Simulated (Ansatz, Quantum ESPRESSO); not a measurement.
## Al3Os (Pm-3m): zone-centre phonons

Aim: the zone-centre modes of Al3Os (Pm-3m).

Calculated with Quantum ESPRESSO 7.5; DFT PBE, scalar-relativistic, plane waves, SPMS norm-conserving pseudopotentials.

The structure was built from a prototype and need not be the compound's stable phase.

## Step 1: The starting structure

The structure is cubic, space group Pm-3m (No. 221). Conventional cell: a = 3.938 Å, b = 3.938 Å, c = 3.938 Å, α = 90.00°, β = 90.00°, γ = 90.00°. Nearest to Os lie 12 Al at 2.78 Å. Nearest to Al lie 4 Os at 2.78 Å and 8 Al at 2.78 Å. Farther neighbours are not listed.

As a file:

```cif
data_structure
_symmetry_space_group_name_H-M 'P 1'
_symmetry_Int_Tables_number 1
_cell_length_a 3.9377
_cell_length_b 3.9377
_cell_length_c 3.9377
_cell_angle_alpha 90.000
_cell_angle_beta 90.000
_cell_angle_gamma 90.000
_cell_volume 61.06
loop_
_atom_site_label
_atom_site_type_symbol
_atom_site_fract_x
_atom_site_fract_y
_atom_site_fract_z
_atom_site_occupancy
Os1 Os 0.00000 0.00000 0.00000 1
Al2 Al 0.00000 0.50000 0.50000 1
Al3 Al 0.50000 0.00000 0.50000 1
Al4 Al 0.50000 0.50000 0.00000 1
```

## Step 2: A probe with smearing

A cheap run with smearing and empty bands tells whether the crystal has a gap, which decides between fixed occupations and smearing later on.

Input file probe.in:

```
&CONTROL
  calculation = 'scf'
  prefix      = 'x'
  outdir      = './tmp'
  pseudo_dir  = './pseudo'
  tprnfor     = .true.
  tstress     = .true.
  verbosity   = 'high'
/
&SYSTEM
  ibrav       = 1
  celldm(1)   = 7.44117726
  nat         = 4
  ntyp        = 2
  ecutwfc     = 60.0
  occupations = 'smearing'
  smearing    = 'gaussian'
  degauss     = 0.01
/
&ELECTRONS
  conv_thr         = 1.0d-07
  mixing_beta      = 0.7
  electron_maxstep = 100
/
ATOMIC_SPECIES
 Os    190.2300  Os.upf
 Al     26.9815  Al.upf
ATOMIC_POSITIONS crystal
 Os     0.000000000   0.000000000   0.000000000
 Al     0.000000000   0.500000000   0.500000000
 Al     0.500000000   0.000000000   0.500000000
 Al     0.500000000   0.500000000   0.000000000
K_POINTS automatic
 4 4 4 0 0 0
```

Run with:

```
$ OMP_NUM_THREADS=1 mpirun -n 4 pw.x -nk 4 -in probe.in > probe.out
```

The program printed:

```text
[banners, grids, parts of the stress and lines that vanish by symmetry left out]
Program PWSCF v.7.5
     bravais-lattice index     =            1
     lattice parameter (alat)  =       7.4412  a.u.
[...]
kinetic-energy cutoff     =      60.0000  Ry
     charge density cutoff     =     240.0000  Ry
     scf convergence threshold =      1.0E-07
[...]
Exchange-correlation= PBE
                           (   1   4   3   4   0   0   0)
[...]
48 Sym. Ops., with inversion, found
[...]
(     0          1          0      )
                  (     0          0          1      )
[...]
(  0.0000000  1.0000000  0.0000000 )
                  (  0.0000000  0.0000000  1.0000000 )
[...]
(     0         -1          0      )
                  (     0          0          1      )
[...]
(     1          0          0      )
[...]
( -1.0000000  0.0000000  0.0000000 )
                  (  0.0000000  1.0000000  0.0000000 )
[...]
number of k points=    10  Gaussian smearing, width (Ry)=  0.0100
[...]
End of self-consistent calculation
[...]
the Fermi energy is    12.3460 ev
!    total energy              =    -213.69534226 Ry
[...]
convergence has been achieved in   8 iterations
[...]
atom    1 type  1   force =     0.00000000    0.00000000    0.00000000
     atom    2 type  2   force =     0.00000000    0.00000000    0.00000000
     atom    3 type  2   force =     0.00000000    0.00000000    0.00000000
     atom    4 type  2   force =     0.00000000    0.00000000    0.00000000
[...]
Total force =     0.000000     Total SCF correction =     0.000000
[...]
total   stress  (Ry/bohr**3)                   (kbar)     P=      -77.55
[...]
XML data file, charge density, pseudopotentials, collected wavefunctions

   JOB DONE.
```

It took 3.6 s on 4 MPI ranks of Arm Neoverse V2, shared host; 14 s of CPU time.

This step gave:

```yaml
volume_per_atom: 15.26 Å³
pressure: -7.755 GPa
gap_on_the_k_mesh: 0 eV
```

No gap opens on this mesh, so smearing is kept; the start stands at -7.8 GPa.

## Step 3: Relaxation

The harmonic expansion starts where the forces on the atoms vanish, and stress shifts the frequencies, so cell and atoms are relaxed with tight thresholds.

Input file relax.in:

```
&CONTROL
  calculation   = 'vc-relax'
  prefix        = 'x'
  outdir        = './tmp'
  pseudo_dir    = './pseudo'
  tprnfor       = .true.
  tstress       = .true.
  forc_conv_thr = 2.0d-05
  etot_conv_thr = 1.0d-07
  nstep         = 40
/
&SYSTEM
  ibrav       = 1
  celldm(1)   = 7.44117726
  nat         = 4
  ntyp        = 2
  ecutwfc     = 60.0
  occupations = 'smearing'
  smearing    = 'mv'
  degauss     = 0.02
/
&ELECTRONS
  conv_thr         = 1.0d-11
  mixing_beta      = 0.7
  electron_maxstep = 100
/
&IONS
/
&CELL
  press_conv_thr = 0.2
/
ATOMIC_SPECIES
 Os    190.2300  Os.upf
 Al     26.9815  Al.upf
ATOMIC_POSITIONS crystal
 Os     0.000000000   0.000000000   0.000000000
 Al     0.000000000   0.500000000   0.500000000
 Al     0.500000000   0.000000000   0.500000000
 Al     0.500000000   0.500000000   0.000000000
K_POINTS automatic
 8 8 8 0 0 0
```

Run with:

```
$ OMP_NUM_THREADS=1 mpirun -n 4 pw.x -nk 4 -in relax.in > relax.out
```

The program printed:

```text
[banners, grids, parts of the stress and lines that vanish by symmetry left out]
[banner, memory and clock lines left out]
Program PWSCF v.7.5

[...]
kinetic-energy cutoff     =      60.0000  Ry
     charge density cutoff     =     240.0000  Ry
     scf convergence threshold =      1.0E-11
[...]
energy convergence thresh.=      1.0E-07
     force convergence thresh. =      2.0E-05
     press convergence thresh. =      2.0E-01
     Exchange-correlation= PBE
                           (   1   4   3   4   0   0   0)
[...]
48 Sym. Ops., with inversion, found
[...]
number of k points=    35  Marzari-Vanderbilt smearing, width (Ry)=  0.0200
[...]
End of self-consistent calculation
[...]
the Fermi energy is    12.2537 ev
!    total energy              =    -213.69271868 Ry
[...]
convergence has been achieved in  11 iterations
[...]
atom    1 type  1   force =     0.00000000    0.00000000    0.00000000
     atom    2 type  2   force =     0.00000000    0.00000000    0.00000000
     atom    3 type  2   force =     0.00000000    0.00000000    0.00000000
     atom    4 type  2   force =     0.00000000    0.00000000    0.00000000
     Total force =     0.000000     Total SCF correction =     0.000000
[...]
total   stress  (Ry/bohr**3)                   (kbar)     P=      -74.45
[...]
number of bfgs steps    =   0
[...]
CELL_PARAMETERS (alat=  7.44117726)
[...]
ATOMIC_POSITIONS (crystal)
Os               0.0000000000        0.0000000000        0.0000000000
Al               0.0000000000        0.5000000000        0.5000000000
Al               0.5000000000        0.0000000000        0.5000000000
Al               0.5000000000        0.5000000000        0.0000000000
[...]
New effective cutoffs (rho, wfc):  245.74   61.54
[...]
End of self-consistent calculation
[...]
the Fermi energy is    12.8381 ev
!    total energy              =    -213.69786284 Ry
[...]
convergence has been achieved in   9 iterations
[...]
atom    1 type  1   force =     0.00000000    0.00000000    0.00000000
     atom    2 type  2   force =     0.00000000    0.00000000    0.00000000
     atom    3 type  2   force =     0.00000000    0.00000000    0.00000000
     atom    4 type  2   force =     0.00000000    0.00000000    0.00000000
     Total force =     0.000000     Total SCF correction =     0.000000
[...]
total   stress  (Ry/bohr**3)                   (kbar)     P=      -21.73
[...]
number of bfgs steps    =   1
[...]
CELL_PARAMETERS (alat=  7.44117726)
[...]
ATOMIC_POSITIONS (crystal)
[...]
New effective cutoffs (rho, wfc):  248.26   62.17
[...]
End of self-consistent calculation
[...]
the Fermi energy is    13.0781 ev
!    total energy              =    -213.69827327 Ry
[...]
convergence has been achieved in   9 iterations
[...]
atom    1 type  1   force =     0.00000000    0.00000000    0.00000000
     atom    2 type  2   force =     0.00000000    0.00000000    0.00000000
     atom    3 type  2   force =     0.00000000    0.00000000    0.00000000
     atom    4 type  2   force =     0.00000000    0.00000000    0.00000000
     Total force =     0.000000     Total SCF correction =     0.000000
[...]
total   stress  (Ry/bohr**3)                   (kbar)     P=        2.03
[...]
number of bfgs steps    =   2
[...]
CELL_PARAMETERS (alat=  7.44117726)
[...]
ATOMIC_POSITIONS (crystal)
[...]
New effective cutoffs (rho, wfc):  248.05   62.12
[...]
End of self-consistent calculation
[...]
the Fermi energy is    13.0576 ev
!    total energy              =    -213.69827670 Ry
[...]
convergence has been achieved in   7 iterations
[...]
atom    1 type  1   force =     0.00000000    0.00000000    0.00000000
     atom    2 type  2   force =     0.00000000    0.00000000    0.00000000
     atom    3 type  2   force =     0.00000000    0.00000000    0.00000000
     atom    4 type  2   force =     0.00000000    0.00000000    0.00000000
     Total force =     0.000000     Total SCF correction =     0.000000
[...]
total   stress  (Ry/bohr**3)                   (kbar)     P=       -0.05
[...]
number of bfgs steps    =   3
[...]
small trust_radius: resetting bfgs history
[...]
CELL_PARAMETERS (alat=  7.44117726)
[...]
ATOMIC_POSITIONS (crystal)
[...]
New effective cutoffs (rho, wfc):  248.05   62.12
[...]
End of self-consistent calculation
[...]
the Fermi energy is    13.0579 ev
!    total energy              =    -213.69827670 Ry
[...]
convergence has been achieved in   4 iterations
[...]
atom    1 type  1   force =     0.00000000    0.00000000    0.00000000
     atom    2 type  2   force =     0.00000000    0.00000000    0.00000000
     atom    3 type  2   force =     0.00000000    0.00000000    0.00000000
     atom    4 type  2   force =     0.00000000    0.00000000    0.00000000
     Total force =     0.000000     Total SCF correction =     0.000000
[...]
total   stress  (Ry/bohr**3)                   (kbar)     P=       -0.01
[...]
bfgs converged in   5 scf cycles and   4 bfgs steps
[...]
End of BFGS Geometry Optimization
     Final enthalpy           =    -213.6982767034 Ry
     File ./tmp/x.bfgs deleted, as requested
[...]
CELL_PARAMETERS (alat=  7.44117726)
[...]
ATOMIC_POSITIONS (crystal)
[...]
Al               0.5000000000        0.0000000000        0.5000000000
Al               0.5000000000        0.5000000000        0.0000000000
[...]
Final scf calculation at the relaxed structure.
[...]
kinetic-energy cutoff     =      60.0000  Ry
     charge density cutoff     =     240.0000  Ry
     scf convergence threshold =      1.0E-13
[...]
press convergence thresh. =      2.0E-01
     Exchange-correlation= PBE
                           (   1   4   3   4   0   0   0)
[...]
48 Sym. Ops., with inversion, found
[...]
number of k points=    35  Marzari-Vanderbilt smearing, width (Ry)=  0.0200
[...]
c_bands:  1 eigenvalues not converged
[...]
End of self-consistent calculation
[...]
the Fermi energy is    13.0579 ev
!    total energy              =    -213.69827557 Ry
[...]
convergence has been achieved in  13 iterations
[...]
atom    1 type  1   force =     0.00000000    0.00000000    0.00000000
     atom    2 type  2   force =     0.00000000    0.00000000    0.00000000
     atom    3 type  2   force =     0.00000000    0.00000000    0.00000000
     atom    4 type  2   force =     0.00000000    0.00000000    0.00000000
     Total force =     0.000000     Total SCF correction =     0.000000
[...]
total   stress  (Ry/bohr**3)                   (kbar)     P=       -0.01
[...]
XML data file, charge density, pseudopotentials, collected wavefunctions
```

The job ended after 46 s (4 MPI ranks).

Step by step:

```tsv
step	energy less that of the first step (eV)	largest force (eV/Å)	pressure (GPa)	volume (Å³)
1	0.0000	0.0000	-7.45	61.06
2	-0.0700	0.0000	-2.17	58.77
3	-0.0756	0.0000	0.20	57.87
4	-0.0756	0.0000	-0.01	57.95
5	-0.0756	0.0000	0.00	57.95
6	-0.0756	0.0000	0.00	57.95
```

```tsv
conventional cell, symmetrised	before	after	change
a (Å)	3.938	3.870	-1.7 %
b (Å)	3.938	3.870	-1.7 %
c (Å)	3.938	3.870	-1.7 %
volume (Å³/atom)	15.26	14.49	-5.1 %
```

The relaxed structure:

```
Os Al
1.0
     3.86972    0.00000    0.00000
     0.00000    3.86972    0.00000
     0.00000    0.00000    3.86972
Os Al
1 3
Direct
  0.00000 0.00000 0.00000
  0.00000 0.50000 0.50000
  0.50000 0.00000 0.50000
  0.50000 0.50000 0.00000
```

The last row of the table of steps is pw.x's closing run on a basis chosen anew for the final cell, so its energy can jump.

This step gave:

```
volume per atom : 14.49 Å³
pressure        : -0.001 GPa
```

The volume changes by -5.1 % from the cell with which this run began.

## Step 4: Self-consistent run for the response

Perturbation theory inherits every error of the wavefunctions, so the threshold is set near the limit of the arithmetic. Smearing stays on, as the first look found no gap above 0.3 eV.

Input file scf.in:

```
&CONTROL
  calculation = 'scf'
  prefix      = 'x'
  outdir      = './tmp'
  pseudo_dir  = './pseudo'
  tprnfor     = .true.
  tstress     = .true.
/
&SYSTEM
  ibrav       = 1
  celldm(1)   = 7.31270425
  nat         = 4
  ntyp        = 2
  ecutwfc     = 60.0
  occupations = 'smearing'
  smearing    = 'mv'
  degauss     = 0.02
/
&ELECTRONS
  conv_thr         = 1.0d-12
  mixing_beta      = 0.7
  electron_maxstep = 100
/
ATOMIC_SPECIES
 Os    190.2300  Os.upf
 Al     26.9815  Al.upf
ATOMIC_POSITIONS crystal
 Os     0.000000000   0.000000000   0.000000000
 Al     0.000000000   0.500000000   0.500000000
 Al     0.500000000   0.000000000   0.500000000
 Al     0.500000000   0.500000000   0.000000000
K_POINTS automatic
 8 8 8 0 0 0
```

Run with:

```
$ OMP_NUM_THREADS=1 mpirun -n 4 pw.x -nk 4 -in scf.in > scf.out
```

The program printed:

```text
[banners, grids, parts of the stress and lines that vanish by symmetry left out]
[banner, memory and clock lines left out]
Program PWSCF v.7.5

[...]
kinetic-energy cutoff     =      60.0000  Ry
     charge density cutoff     =     240.0000  Ry
     scf convergence threshold =      1.0E-12
[...]
Exchange-correlation= PBE
                           (   1   4   3   4   0   0   0)
[...]
48 Sym. Ops., with inversion, found
[...]
number of k points=    35  Marzari-Vanderbilt smearing, width (Ry)=  0.0200
[...]
End of self-consistent calculation
[...]
the Fermi energy is    13.0579 ev
!    total energy              =    -213.69827557 Ry
[...]
convergence has been achieved in  12 iterations
[...]
atom    1 type  1   force =     0.00000000    0.00000000    0.00000000
     atom    2 type  2   force =     0.00000000    0.00000000    0.00000000
     atom    3 type  2   force =     0.00000000    0.00000000    0.00000000
     atom    4 type  2   force =     0.00000000    0.00000000    0.00000000
     Total force =     0.000000     Total SCF correction =     0.000000
[...]
total   stress  (Ry/bohr**3)                   (kbar)     P=       -0.01
[...]
XML data file, charge density, pseudopotentials, collected wavefunctions
```

The job ended after 10 s (4 MPI ranks).

The cell stands at -0.001 GPa, close enough for phonons.

(Part 1 of 3 ends here.)

[Host names and launcher messages were left out of these logs when they were recorded.]

[Logs are printed without paths, hosts, clocks, repeated set-up lines and the standing remarks that a program may print on its own settings, such as how far it seeks lower states.]

[Hosts, paths, dates, database ids (printed as entryN), source tags and the programs' standing remarks are cut or masked in the printed files.]
